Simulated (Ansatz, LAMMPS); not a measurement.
**Glassy 62SiO2-36CaO-2P2O5 (mol %) (123 atoms): geometry optimisation**

Wanted: the relaxed structure of glassy 62SiO2-36CaO-2P2O5 (mol %) (123 atoms) and its electronic structure.

Calculated with Ansatz 0.2.0; Kohn-Sham DFT, revPBE, PAW (set soft_2), plane waves.

This is a report of a sequence of runs, with most program output left out.

### 1. The starting structure

The cell holds 123 atoms: 28 Si, 16 Ca, 2 P and 77 O. Cell: a = 11.969 Å, b = 11.969 Å, c = 11.969 Å, α = 90.0°, β = 90.0°, γ = 90.0°. 123 atoms (28 Si, 16 Ca, 2 P, 77 O) placed at random at 2.56 g/cm³, melted at 4000 K for 10 ps at fixed volume with the Morse and Coulomb pair potential with partial charges (Pedone, Malavasi, Menziani, Cormack and Segre, J. Phys. Chem. B 110, 11780 (2006)). Quenched from 4000 K to 300 K at 25 K/ps and fixed volume, held 10 ps at zero pressure, then minimised at fixed cell.

What the set-up can't give: The quench rate of 25 K/ps is orders of magnitude faster than experiment, which tends to freeze in extra defects. The starting topology of bonds comes from the classical model. Sampling is at Γ alone, for a cell whose shortest periodic width is 12 Å.

### 2. How the cell was made

A classical potential supplies the starting structure, since it reaches far longer times than DFT.

This step: classical MD, Morse and Coulomb pair potential with partial charges (Pedone, Malavasi, Menziani, Cormack and Segre, J. Phys. Chem. B 110, 11780 (2006)) (LAMMPS 22 Jul 2025 - Update 4).

File in.lmp:

```
# melt-quench of Si28Ca16P2O77
units metal
atom_style charge
boundary p p p
region box block 0 12.0889 0 12.0889 0 12.0889
create_box 4 box
mass 1 28.0850   # Si
mass 2 40.0780   # Ca
mass 3 30.9738   # P
mass 4 15.9990   # O
create_atoms 1 random 28 44808 NULL overlap 1.5 maxtry 2000
create_atoms 2 random 16 44815 NULL overlap 1.5 maxtry 2000
create_atoms 3 random 2 44822 NULL overlap 1.5 maxtry 2000
create_atoms 4 random 77 44829 NULL overlap 1.5 maxtry 2000
pair_style hybrid/overlay pedone 5.5 coul/long 8.0
pair_coeff * * coul/long
pair_coeff 1 4 pedone 0.340554 2.006700 2.100000 1   # Si-O
pair_coeff 2 4 pedone 0.030211 2.241334 2.923245 5   # Ca-O
pair_coeff 3 4 pedone 0.831326 2.585833 1.800790 1   # P-O
pair_coeff 4 4 pedone 0.042395 1.379316 3.618701 22   # O-O
set type 1 charge 2.4
set type 2 charge 1.2
set type 3 charge 3
set type 4 charge -1.2
kspace_style pppm 1.0e-4
neigh_modify delay 0 every 1 check yes
thermo_style custom step time temp pe press density
thermo_modify norm yes
timestep 0.002
thermo 100
min_style cg
minimize 1e-4 1e-4 200 2000
reset_timestep 0
velocity all create 4000 44809 mom yes dist gaussian
# [... 14 lines left out ...]
thermo 1666
fix md all npt temp 300 300 0.2 iso 0 0 2
run 5000 post no
unfix md
thermo 100
min_style cg
minimize 0 1e-3 2000 20000
write_dump all custom glass.dump id type xs ys zs modify sort id
```

On the command line:

```console
$ lmp -in in.lmp -log none -nocite
```

Run time: 31 s. Hardware: 1 thread of Intel Xeon 6975P-C (Granite Rapids), shared host; peak memory 0.07 GiB.

### 3. Single point at the start

A single point comes first, to see the forces before anything moves.

File input.yaml:

```yaml
crystal:
  lattice:
    - [11.96858, 0.0, 0.0]
    - [0.0, 11.96858, 0.0]
    - [0.0, 0.0, 11.96858]
  atoms:
    - { symbol: Si, position: [0.15039, 0.90575, 0.97005] }
    - { symbol: Si, position: [0.79872, 0.61712, 0.74612] }
    - { symbol: Si, position: [0.49187, 0.08418, 0.43244] }
    - { symbol: Si, position: [0.55343, 0.63006, 0.49572] }
    - { symbol: Si, position: [0.79527, 0.32749, 0.16369] }
    - { symbol: Si, position: [0.59956, 0.27248, 0.00436] }
    - { symbol: Si, position: [0.52336, 0.64912, 0.08116] }
    - { symbol: Si, position: [0.59062, 0.50311, 0.87075] }
    - { symbol: Si, position: [0.18192, 0.48546, 0.89242] }
    - { symbol: Si, position: [0.5357, 0.0441, 0.67566] }
    - { symbol: Si, position: [0.26214, 0.68288, 0.06745] }
    - { symbol: Si, position: [0.27879, 0.37389, 0.29968] }
    - { symbol: Si, position: [0.32743, 0.27168, 0.53761] }
    - { symbol: Si, position: [0.0804, 0.89194, 0.46094] }
    - { symbol: Si, position: [0.16661, 0.70479, 0.31658] }
    - { symbol: Si, position: [0.02168, 0.05969, 0.12479] }
    - { symbol: Si, position: [0.8402, 0.99738, 0.48864] }
    - { symbol: Si, position: [0.64284, 0.28724, 0.36869] }
    - { symbol: Si, position: [0.7896, 0.97974, 0.24279] }
    - { symbol: Si, position: [0.84957, 0.54933, 0.06425] }
    - { symbol: Si, position: [0.49243, 0.49877, 0.28467] }
    - { symbol: Si, position: [0.05939, 0.47207, 0.38386] }
    - { symbol: Si, position: [0.54612, 0.8399, 0.83973] }
    - { symbol: Si, position: [0.76823, 0.14377, 0.70315] }
    - { symbol: Si, position: [0.37443, 0.45717, 0.72301] }
    - { symbol: Si, position: [0.37098, 0.22077, 0.10602] }
    - { symbol: Si, position: [0.71843, 0.77702, 0.01472] }
    - { symbol: Si, position: [0.39645, 0.71076, 0.67677] }
    - { symbol: Ca, position: [0.39816, 0.07299, 0.91173] }
    - { symbol: Ca, position: [0.94115, 0.38541, 0.81223] }
    - { symbol: Ca, position: [0.10066, 0.30422, 0.11414] }
    - { symbol: Ca, position: [0.36096, 0.86436, 0.48173] }
    [... 85 atom lines left out ...]
    - { symbol: O, position: [0.77297, 0.65896, 0.04046] }
    - { symbol: O, position: [0.49049, 0.28233, 0.08768] }
    - { symbol: O, position: [0.66503, 0.70636, 0.4643] }
    - { symbol: O, position: [0.2253, 0.5726, 0.99463] }
    - { symbol: O, position: [0.7173, 0.26425, 0.07029] }
    - { symbol: O, position: [0.30929, 0.3415, 0.42353] }
kpoints:
  mp_grid: { grid: [1, 1, 1] }
hamiltonian:
  xc: revpbe
scf:
  occupations: { method: fixed }
output:
  forces: true
  stress: true
  populations: true
  dos:
    method: { smearing: { sigma: 0.1 } }
    de: 0.1
    projected: { site_lists: { Ca: [Ca], O: [O], P: [P], Si: [Si] } }
  eigenvalues: true
```

On the command line:

```console
$ ansatz run input.yaml --threads 4 --pin off --max-ram 8192MiB --backend cpu --events-out ev --progress --plain --runs-dir out
```

Wall time 18 s (4 threads of Intel Xeon 6975P-C (Granite Rapids), shared host); peak memory 2.5 GiB; 68 s of CPU time.

Numbers from this run:

```
free energy                                      : -92436.9508 eV
free energy per atom                             : -751.5199 eV/atom
SCF cycles                                       : 9
pressure                                         : 7.471 GPa
r.m.s. force component                           : 0.9988 eV/Å
longest force                                    : 3.373 eV/Å
Fermi energy                                     : 4.729 eV
gap (highest filled to lowest empty level) : 3.658 eV
spilling of the projection                       : 0.01436
```

The r.m.s. force component of 1.00 eV/Å and the pressure of 7.5 GPa set the starting point.

Length of the force by element:

```
element  coordination  atoms  mean length of the force (eV/Å)  spread  least  most
     Ca           all     16                            0.783   0.236  0.398  1.20
      O           all     77                             1.79   0.717  0.363  3.37
      P           all      2                             1.57   0.202   1.37  1.78
     Si           all     28                             1.47   0.469  0.488  2.43
```

### 4. Relaxation

With the cell held, the atoms are moved downhill towards a nearby minimum.

input.yaml, the sections that differ from step 3:

```yaml
output:
  forces: true
relax:
  f_tol: 0.03
  max_steps: 200
# crystal, kpoints, hamiltonian, scf: as in step 3
```

It took 2.3 min on 4 threads; peak memory 2.3 GiB; 8.7 min of CPU time.

Relaxation path:

```
step  energy less that of the first step (eV)  largest force component (eV/Å)
   1                                   0.0000                          2.9565
   2                                  -4.0623                          1.5467
   3                                  -5.5333                          1.0836
   4                                  -6.3806                          1.6266
   5                                  -6.5497                          0.5808
   6                                  -6.5937                          0.5902
   7                                  -6.5640                          0.6051
   8                                  -6.6854                          0.1510
   9                                  -6.6987                          0.1336
  10                                  -6.6931                          0.1456
  11                                  -6.7068                          0.0803
  12                                  -6.7075                          0.0439
  13                                  -6.7038                          0.2088
  14                                  -6.7092                          0.0461
  15                                  -6.7086                          0.0656
  16                                  -6.7105                          0.0175
  17                                  -6.7110                          0.0205
```

Relaxation steps 7, 10, 13, 15 were tried and not accepted.

The atoms that moved most (Å):

```
atom      dx      dy      dz  length
O123   0.213   0.344   0.149   0.431
O118  -0.332  -0.147  -0.141   0.389
 O49  -0.211   0.293   0.036   0.363
 O86   0.249   0.146   0.200   0.352
O105  -0.273   0.034  -0.141   0.309
O116   0.088  -0.145   0.255   0.306
 O83  -0.283   0.063  -0.062   0.296
Ca32   0.043  -0.185  -0.200   0.276
```

The relaxation changed the energy by -54.6 meV/atom, and atoms moved by 0.17 Å r.m.s., 0.43 Å at most.

### 5. Local order after relaxation

Bonds before and after, by the cutoffs listed below:

```
pair  bonds before  bonds after  mean before (Å)  mean after (Å)  spread before (Å)  spread after (Å)
O-Si           112          112            1.611           1.645              0.036             0.034
O-Ca            97           98            2.517           2.480              0.228             0.237
 O-P             8            8            1.523           1.554              0.014             0.026
```

Density 2.64 g/cm³, 13.94 Å³ an atom.

Pair distribution functions g(r), in bins of 0.2 Å:

```
r (Å)  total   O-O   O-Si  O-Ca    O-P  Si-Si  Si-Ca
 1.50   0.59  0.00   1.02  0.00  14.75   0.00   0.00
 1.70   3.44  0.00  12.05  0.00   0.00   0.00   0.00
 1.90   0.00  0.00   0.00  0.00   0.00   0.00   0.00
 2.10   0.10  0.00   0.00  0.59   0.00   0.00   0.00
 2.30   0.60  0.00   0.00  3.67   0.00   0.00   0.00
 2.50   1.14  1.55   0.00  3.25   0.00   0.00   0.00
 2.70   1.69  3.95   0.00  0.85   0.00   0.00   0.00
 2.90   0.59  1.02   0.08  0.39   0.00   1.41   0.36
 3.10   0.85  0.79   0.36  0.29   0.00   4.51   2.21
 3.30   0.83  1.01   0.49  0.20   0.78   1.14   2.09
 3.50   0.94  0.68   1.08  0.91   1.46   0.00   2.35
 3.70   1.10  0.84   1.58  0.61   1.32   0.13   2.33
 3.90   0.95  0.68   1.37  0.89   0.87   0.58   1.21
 4.10   1.16  0.58   2.12  1.08   2.11   0.72   0.27
 4.30   1.09  0.76   1.56  1.35   0.72   1.03   0.65
 4.50   0.94  0.89   0.86  1.18   1.77   1.38   0.46
 4.70   1.15  1.28   0.85  1.69   0.39   1.02   0.90
 4.90   1.06  1.35   0.62  1.25   1.29   1.00   0.63
 5.10   1.12  1.41   0.73  1.00   0.34   1.73   0.99
 5.30   0.94  1.13   0.73  0.89   0.78   1.04   0.97
 5.50   0.91  0.97   0.82  0.64   1.74   1.33   1.05
 5.70   0.93  0.91   0.90  0.89   0.67   1.23   1.18
 5.90   0.95  0.89   1.15  0.81   1.02   0.75   0.92
```

Bonds by pair of elements; cutoffs follow the first minimum of g(r), held within bounds set by covalent radii, and pairs that aren't listed don't count as bonded:

```
pair A-B  cutoff (Å)  bonds  mean length (Å)  spread (Å)  shortest (Å)  B about A  A about B
    O-Si        2.12    112             1.65       0.034          1.56       1.46          4
    O-Ca        3.22     98             2.48       0.237          2.13       1.27       6.12
     O-P        1.98      8             1.55       0.026          1.51      0.104          4
```

How many atoms have how many bonded neighbours:

```
element  mean   2   3   4  5  6  7
     Ca  6.12   0   0   0  3  8  5
      O  2.83  28  34  15  0  0  0
      P     4   0   0   2  0  0  0
     Si     4   0   0  28  0  0  0
```

Bond angles, per cent of each kind in bins of 5°:

```
angle (°)  O-Ca-O  O-Si-O  Ca-O-Si  Ca-O-Ca  Si-O-Si
    50–55     1.2     0.0      0.0      0.0      0.0
    55–60     5.9     0.0      0.0      0.0      0.0
    60–65     4.3     0.0      0.0      0.0      0.0
    65–70     2.4     0.0      0.0      0.0      0.0
    70–75     7.8     0.0      0.0      0.0      0.0
    75–80     8.2     0.0      1.8      1.7      0.0
    80–85     9.4     0.0      6.4      6.9      0.0
    85–90     7.1     0.0      9.1     13.8      0.0
    90–95     7.4     0.0     11.8     17.2      0.0
   95–100     3.5     3.6      6.4     13.8      0.0
  100–105     3.5    19.0     11.8      6.9      0.0
  105–110     4.3    31.0      5.5      6.9      0.0
  110–115     3.1    32.7      1.8      6.9      2.6
  115–120     3.5    10.7      8.2     10.3      0.0
  120–125     3.9     3.0      6.4      5.2      7.7
  125–130     2.4     0.0     11.8      0.0     12.8
  130–135     4.3     0.0      5.5      1.7     10.3
  135–140     2.0     0.0      3.6      0.0     17.9
  140–145     2.8     0.0      1.8      3.5     10.3
  145–150     4.3     0.0      3.6      0.0     10.3
  150–155     5.1     0.0      0.9      3.5     12.8
  155–160     1.2     0.0      1.8      0.0      7.7
  160–165     0.8     0.0      0.0      1.7      0.0
  165–170     0.0     0.0      1.8      0.0      5.1
  170–175     1.6     0.0      0.0      0.0      2.6
```

Bond angles (no mean is given where the spread exceeds 20°):

```
  angle  count  mean (°)  spread (°)
 O-Ca-O    255         -           -
 O-Si-O    168       109         5.4
Ca-O-Si    110         -           -
Ca-O-Ca     58       105        18.9
Si-O-Si     39       142        13.6
```

Oxygen atoms by the number of network formers (Si, P, Ge, B, Al, As, Ga) bound to them:

```
network formers bound to O  O atoms  per cent
                         0        0         0
                         1       34      44.2
                         2       43      55.8
```

Network units: each former by its oxygen neighbours and how many of them bridge to another former:

```
former  O neighbours  bridging O  atoms
    Si             4           2     10
    Si             4           3     10
    Si             4           4      8
     P             4           1      1
     P             4           3      1
```

Bond length by coordination (bonds to H left out):

```
element  coordination  atoms  mean bond length (Å)
     Ca             5      3                  2.38
     Ca             6      8                  2.48
     Ca             7      5                  2.52
      O             2     28                  1.68
      O             3     34                  2.06
      O             4     15                  2.27
```

Rings of the network by King's shortest-path rule, up to 12 atoms, one path for each pair of neighbours; H, halogens, alkali and alkaline-earth atoms are left out, and the last column divides by all other atoms, bonded or not:

```
ring size (atoms)  rings  per network atom
               10      2             0.019
               12      9             0.084
```

Counting bonds as in the table, 50 % of Ca atoms have 6, 44 % of O atoms have 3, all P atoms have 4 and all Si atoms have 4 bonded neighbours. 56 % of the oxygens bridge two formers (Si and P) and 44 % are non-bridging. Rings of 12 atoms are the most common (82 % of those counted); sizes run from 10 to 12, where the search stops.

(Part 1 of 2 ends here.)

[Logs are printed without paths, hosts, clocks, repeated set-up lines and the standing remarks that a program may print on its own settings, such as how far it seeks lower states.]

[Hosts, paths, dates, database ids (printed as entryN), source tags and the programs' standing remarks are cut or masked in the printed files.]
